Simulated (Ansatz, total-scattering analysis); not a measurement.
## A molecular-dynamics model of Si and its diffraction

Aim: the structure of Si at 1800 K, and the X-ray and neutron patterns it would give.

Method: ab initio molecular dynamics with Ansatz (PBE, plane waves, PAW default files, Langevin thermostat, no spin, fixed volume). Composition: Si 100.0 atom %; 64 atoms. The average runs over 1.67 ps of 64 atoms. Mean temperature 1839 K, largest m.s.d. 11.29 Å², energy drift -30 meV an atom (last third less first, no steady trend), Langevin friction 10 ps⁻¹; the first quarter of the run is discarded. Start: last frame of a classical run of this cell at the same density and temperature.

**What is measured.** Si around Si: 5.7 atoms at 1735 K. A separate X-ray diffraction study of liquid silicon at 1735 K gave the mean number of nearest neighbours (experiment (cited, technique not stated); “Structural and dynamical properties of liquid Si. An orbital-free molecular dynamics study”, 2005, arxiv:cond-mat/0509742). Si–Si distance: 2.45 A at 1735 K. The nearest-neighbour distance in liquid silicon near melting was obtained from the main peak of the pair distribution function measured by X-ray diffraction (experiment (cited, technique not stated); “Structural and dynamical properties of liquid Si. An orbital-free molecular dynamics study”, 2005, arxiv:cond-mat/0509742). Density: 2.57 g cm^−3 at 1770 K. Density of molten silicon quoted from earlier electromagnetic levitation work (Higuchi 2005) and used for the 1770 K liquid (literature bulk density; “Relationship between diffraction peak, network topology, and amorphous-forming ability in silicon and silica”, 2021, pmc:8590056).

## The run

The step of 2 fs has to resolve the fastest vibration, that of Si. The volume is fixed, since the run is too short for a cell to find its own; the mean pressure then hints how far the functional is from its own density, with errors up to a few GPa from cell size, k-points and loose SCF steps (the program warns of the last). One k-point, Γ, is the usual economy for a cell of this size; for a metal it leaves the Fermi surface coarse, which shows in pressures and can favour freezing. Smeared occupations keep the forces smooth as levels cross the Fermi energy. A Langevin thermostat samples the right structure once equilibrated, but its friction lowers diffusion.

input.yaml:

```yaml
crystal:
  lattice:
    - [10.5387, 0.0, 0.0]
    - [0.0, 10.5387, 0.0]
    - [0.0, 0.0, 10.5387]
  atoms:
    - { symbol: Si, position: [0.5946, 0.4886, 0.703] }
    - { symbol: Si, position: [0.6496, 0.9202, 0.012] }
    - { symbol: Si, position: [0.5061, 0.3553, 0.5414] }
    - { symbol: Si, position: [0.89, 0.1601, 0.6957] }
[... 58 atom lines left out ...]
    - { symbol: Si, position: [0.1133, 0.0204, 0.7605] }
    - { symbol: Si, position: [0.5046, 0.1979, 0.3803] }
kpoints:
  mp_grid: { grid: [1, 1, 1] }
scf:
  occupations: { method: fermi_dirac, width: 0.1551 }
hamiltonian:
  xc: pbe
  pseudopotentials: { kind: paw }
output:
  forces: true
  stress: true
md:
  timestep: 2.0
  n_steps: 1156
  ensemble: nvt_langevin
  temperature: 1800.0
  initial_velocities: maxwell_boltzmann
  seed: 7
```

```console
$ ansatz run input.yaml --threads 4 --pin off --max-ram 10240MiB --backend cpu --events-out ev --progress --plain --runs-dir out
```

```text
Warning: md: disabling space-group detection — thermal motion breaks the input geometry's symmetry, so no spatial operation reduces the k-mesh or symmetrises the density; time reversal is kept, so that k and −k are [...]
Warning: output.stress: scf.convergence.dr2_threshold = 6.4e-8 eV (the default of an md: trajectory) is looser than the 6.4e-9 eV advised for a printed stress (1e-10 eV for each atom of the cell: 64). What an SCF [...]
Warning: RAYON_NUM_THREADS=4 ignored (pool sized by the plan → 4); use --threads N
band count auto-derived: 198 (N_el = 256.0; filled up to band 128; 192 by the electrons, moments and atoms)
Engine: ansatz 0.2.0, aarch64-unknown-linux-gnu
Pseudopotential: Si, paw, valence charge 4, recommended cutoff 420 eV (normal), Si.paw.azcp
Functional definition: PBE
Crystal: 64 atoms, lattice volume = 1170.472 Å³
Basis set: ecut = 420 eV, 22983 PW (Γ), exchange–correlation on 144×144×144 points (8 copies of the dense FFT grid, shifted against one another)
Bands: 198, of which v1, the nominal top of the filled ones, is band 128 counted from 1 (127 counted from 0)
k-points: 1
[... other set-up lines, SCF lines and steps between those shown are left out ...]
md step     0: t =     0.00 fs  T =  1771.9 K  F+E_penalty+E_count = -40651.23805425 eV  E_kin = 14.658084 eV  P_inst = -1.4369 GPa  (9 SCF iters)
md step     1: t =     2.00 fs  T =  1819.4 K  F+E_penalty+E_count = -40651.13186012 eV  E_kin = 15.051082 eV  P_inst = -1.3980 GPa  (7 SCF iters)
md step    44: t =    88.00 fs  T =  1506.1 K  F+E_penalty+E_count = -40647.26421312 eV  E_kin = 12.459281 eV  P_inst = 3.4842 GPa  (5 SCF iters)
md step    88: t =   176.00 fs  T =  1983.0 K  F+E_penalty+E_count = -40647.15113225 eV  E_kin = 16.404595 eV  P_inst = 4.8946 GPa  (5 SCF iters)
md step   132: t =   264.00 fs  T =  1650.6 K  F+E_penalty+E_count = -40644.62180639 eV  E_kin = 13.655109 eV  P_inst = 4.5724 GPa  (6 SCF iters)
md step   176: t =   352.00 fs  T =  2011.2 K  F+E_penalty+E_count = -40644.74433493 eV  E_kin = 16.638330 eV  P_inst = 4.4062 GPa  (5 SCF iters)
md step   220: t =   440.00 fs  T =  1993.0 K  F+E_penalty+E_count = -40645.06484062 eV  E_kin = 16.487778 eV  P_inst = 4.2313 GPa  (7 SCF iters)
md step   264: t =   528.00 fs  T =  2132.8 K  F+E_penalty+E_count = -40645.24350460 eV  E_kin = 17.643818 eV  P_inst = 4.8708 GPa  (6 SCF iters)
md step   308: t =   616.00 fs  T =  2302.1 K  F+E_penalty+E_count = -40645.54965880 eV  E_kin = 19.044132 eV  P_inst = 4.0840 GPa  (5 SCF iters)
md step   352: t =   704.00 fs  T =  2034.6 K  F+E_penalty+E_count = -40643.78705975 eV  E_kin = 16.831469 eV  P_inst = 6.0925 GPa  (5 SCF iters)
md step   396: t =   792.00 fs  T =  1834.8 K  F+E_penalty+E_count = -40644.36690765 eV  E_kin = 15.178445 eV  P_inst = 3.6677 GPa  (5 SCF iters)
md step   440: t =   880.00 fs  T =  1852.6 K  F+E_penalty+E_count = -40643.65356345 eV  E_kin = 15.326210 eV  P_inst = 4.5416 GPa  (7 SCF iters)
md step   484: t =   968.00 fs  T =  1709.0 K  F+E_penalty+E_count = -40645.26817156 eV  E_kin = 14.138008 eV  P_inst = 4.2795 GPa  (5 SCF iters)
md step   528: t =  1056.00 fs  T =  1789.4 K  F+E_penalty+E_count = -40644.94560499 eV  E_kin = 14.803275 eV  P_inst = 4.9227 GPa  (6 SCF iters)
md step   572: t =  1144.00 fs  T =  1712.2 K  F+E_penalty+E_count = -40646.12547623 eV  E_kin = 14.164171 eV  P_inst = 4.0305 GPa  (5 SCF iters)
md step   616: t =  1232.00 fs  T =  1852.6 K  F+E_penalty+E_count = -40648.06786976 eV  E_kin = 15.325717 eV  P_inst = 3.2153 GPa  (5 SCF iters)
md step   660: t =  1320.00 fs  T =  1744.2 K  F+E_penalty+E_count = -40648.52079670 eV  E_kin = 14.429436 eV  P_inst = 3.1329 GPa  (7 SCF iters)
md step   704: t =  1408.00 fs  T =  1794.9 K  F+E_penalty+E_count = -40645.75950098 eV  E_kin = 14.848680 eV  P_inst = 4.1463 GPa  (5 SCF iters)
md step   748: t =  1496.00 fs  T =  1728.3 K  F+E_penalty+E_count = -40645.19661979 eV  E_kin = 14.297288 eV  P_inst = 4.4474 GPa  (5 SCF iters)
md step   792: t =  1584.00 fs  T =  1833.1 K  F+E_penalty+E_count = -40645.35773886 eV  E_kin = 15.164333 eV  P_inst = 5.2932 GPa  (6 SCF iters)
md step   836: t =  1672.00 fs  T =  1880.0 K  F+E_penalty+E_count = -40646.87846648 eV  E_kin = 15.552199 eV  P_inst = 3.0529 GPa  (5 SCF iters)
md step   880: t =  1760.00 fs  T =  1927.5 K  F+E_penalty+E_count = -40647.16570193 eV  E_kin = 15.945128 eV  P_inst = 3.7330 GPa  (7 SCF iters)
md step   924: t =  1848.00 fs  T =  1735.0 K  F+E_penalty+E_count = -40646.90556212 eV  E_kin = 14.352921 eV  P_inst = 3.3234 GPa  (6 SCF iters)
md step   968: t =  1936.00 fs  T =  1515.4 K  F+E_penalty+E_count = -40646.62210579 eV  E_kin = 12.536543 eV  P_inst = 3.7403 GPa  (5 SCF iters)
md step  1012: t =  2024.00 fs  T =  1822.4 K  F+E_penalty+E_count = -40645.98637485 eV  E_kin = 15.076101 eV  P_inst = 3.9610 GPa  (6 SCF iters)
md step  1056: t =  2112.00 fs  T =  1919.7 K  F+E_penalty+E_count = -40645.13527543 eV  E_kin = 15.881044 eV  P_inst = 5.3640 GPa  (5 SCF iters)
md step  1100: t =  2200.00 fs  T =  2090.6 K  F+E_penalty+E_count = -40646.90555668 eV  E_kin = 17.294641 eV  P_inst = 5.2336 GPa  (8 SCF iters)
[... the rest of the log is left out; where it ends short of n_steps, the time limit stopped the run ...]
```

Time and hardware: 74 min on 4 threads of Arm Neoverse V1 (shared host), peak memory 0.99 GiB.

## Analysis

The totals are in Faber–Ziman form. Below 4 Å⁻¹ the partials are summed on the cell's own reciprocal vectors (from 0.60 Å⁻¹) and folded with a Gaussian of σ = 0.13 Å⁻¹; above it they are transforms of g(r) out to 7.2 Å, tapered over the last 40 %. The fold lowers sharp peaks, and with so few vectors their positions are good to about 0.1 Å⁻¹. X-rays take neutral-atom form factors, neutrons coherent lengths (Si 4.15071 fm). G(r) = 4πrρ₀[g(r) − 1] carries the resolution of a Lorch-windowed transform up to 20 Å⁻¹. For one element the X-ray and neutron totals coincide. The patterns are simulated, not measured. The cell is small: beyond half the box only the part of each shell inside it is counted, and low-Q values rest on few vectors. It is averaged over 139 frames.

| T (K) | state | density (g/cm³) | first clear neutron maximum (Å⁻¹) | its height (neutron) | Si–Si (Å) | Si around Si | held | D over the elements, rough (10⁻⁹ m²/s) |
| --- | --- | --- | --- | --- | --- | --- | --- | --- |
| 1800 | liquid | 2.550 | 2.88 | 1.41 | 2.44 | 8.44 | volume, 4.2 GPa mean | - |

neutron S(Q):

```tsv
Q (Å⁻¹)	1800 K
0.8	0.12
1.1	0.16
1.4	0.17
1.7	0.32
2.0	0.52
2.3	0.88
2.6	1.23
2.9	1.41
3.2	1.35
3.5	1.14
3.8	0.93
4.1	0.78
4.4	0.77
4.7	0.86
5.0	1.00
5.3	1.11
5.6	1.14
5.9	1.10
6.2	1.03
6.5	0.97
6.8	0.92
7.1	0.92
7.4	0.96
7.7	1.00
8.0	1.04
8.3	1.05
8.6	1.04
8.9	1.02
```

At 1800 K the maxima of S(Q), Q in Å⁻¹ (height), are neutron: 2.88 (1.41), 5.58 (1.14), 8.34 (1.05). Its shells:

```csv
pair,first peak (Å),g there,first minimum (Å),g there,neighbours
Si–Si,2.44,2.3,3.40,0.87,8.4
```

The tapered transform alone would put 1.42 at the neutron maximum of 2.88 Å⁻¹, where the reciprocal vectors give 1.41; the two routes agree.

**Reading.** The first Si–Si shell holds 8.4 Si at 2.44 Å, with no empty gap behind it, so neighbours come and go. The first shell has no clear end (g = 0.87 at its dip), so a neighbour count says little; the tallest of the first maxima of S(Q) has height 1.41 and Q₁r₁ = 7.1 (r₁ = 2.47 Å from G(r)), lower and further in than the 2.3 to 3 and 7.7 of a dense simple liquid, as where directional bonding survives.

| quantity | measured | this run |
| --- | --- | --- |
| Si around Si | 5.7 | 8.4 |
| Si–Si distance (Å) | 2.45 | 2.44 |

Si around Si: the minimum is shallow (counted to 3.40 Å), so the count follows the cutoff and decides nothing. Si–Si distance: the run agrees with the measurement (largest miss 0.01, allowed 0.04). Measured coordination numbers hang on where the integral is cut, by half a neighbour or more in dense liquids. The set density is -0.8 % from the cited 2.57 g/cm³ at 1770 K.

[Logs are printed without paths, hosts, clocks, repeated set-up lines and the standing remarks that a program may print on its own settings, such as how far it seeks lower states.]
